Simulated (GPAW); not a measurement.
Two runs for the Zn K edge of atom 1 in MnZn (Pm-3m). Run A: GPAW, LDA, excited-electron core hole (neutral cell), 18-atom cell with 6.9 Å between holes, 3×3×3 k points, dipole transitions, Gaussian full width 1.67 eV up to 4 eV, rising linearly to 3.5 eV at 25 eV. Run B differs in one choice.

Energy from the lowest empty level; intensity scaled to a mean of 1 over the first 20 eV:

```
E (eV)     A     B
  -2.0  0.00  0.00
  -1.4  0.01  0.01
  -0.8  0.07  0.07
  -0.2  0.22  0.21
   0.4  0.39  0.37
   1.0  0.45  0.42
   1.6  0.43  0.41
   2.2  0.47  0.47
   2.8  0.58  0.60
   3.4  0.67  0.71
   4.0  0.74  0.81
   4.6  0.89  0.98
   5.2  1.15  1.21
   5.8  1.42  1.39
   6.4  1.51  1.42
   7.0  1.46  1.32
   7.6  1.44  1.30
   8.2  1.45  1.46
   8.8  1.40  1.63
   9.4  1.30  1.56
  10.0  1.24  1.30
  10.6  1.20  1.02
  11.2  1.10  0.84
  11.8  0.98  0.80
  12.4  0.94  0.94
  13.0  1.00  1.16
  13.6  1.10  1.31
  14.2  1.17  1.28
  14.8  1.18  1.12
  15.4  1.14  0.95
  16.0  1.06  0.86
  16.6  0.97  0.85
  17.2  0.90  0.90
  17.8  0.85  0.93
  18.4  0.83  0.93
  19.0  0.81  0.89
  19.6  0.80  0.84
  20.2  0.80  0.81
  20.8  0.83  0.81
  21.4  0.86  0.83
  22.0  0.91  0.88
  22.6  0.95  0.93
  23.2  0.96  0.97
  23.8  0.96  0.99
  24.4  0.95  0.98
  25.0  0.93  0.96
  25.6  0.94  0.94
  26.2  0.96  0.95
  26.8  1.00  0.98
  27.4  1.04  1.03
  28.0  1.09  1.07
  28.6  1.13  1.11
  29.2  1.16  1.12
  29.8  1.16  1.13
  30.4  1.14  1.13
  31.0  1.10  1.12
  31.6  1.05  1.10
```

Q: What was changed?
a) the broadening
b) the size of the supercell
c) the plane-wave cutoff
d) the volume of the cell

(b): run B changes the supercell atoms from 18 to 6, and the k mesh follows the cell. Against the first run the r.m.s. difference is 10 %. Another feature, at 9.0 eV (1.63), becomes the highest below 24 eV; the one at 6.4 eV (1.51) is now at 6.2 eV (1.43). Other settings could leave a like mark; this is the one that was changed.

[Banner, clock and machine lines of the logs are left out without a mark of their own.]

[Logs are printed without paths, hosts, clocks, repeated set-up lines and the standing remarks that a program may print on its own settings, such as how far it seeks lower states.]

[Hosts, paths, dates, database ids (printed as entryN), source tags and the programs' standing remarks are cut or masked in the printed files.]

[Lists of maxima count a maximum above −3 eV only where it reaches 4 % of the highest in the window and stands out from its surroundings by 2 % of it (1.5 % where it reaches 55 %); shoulders and weaker maxima are passed over, and of the rest the first, up to two pre-edge ones and the few strongest are named.]
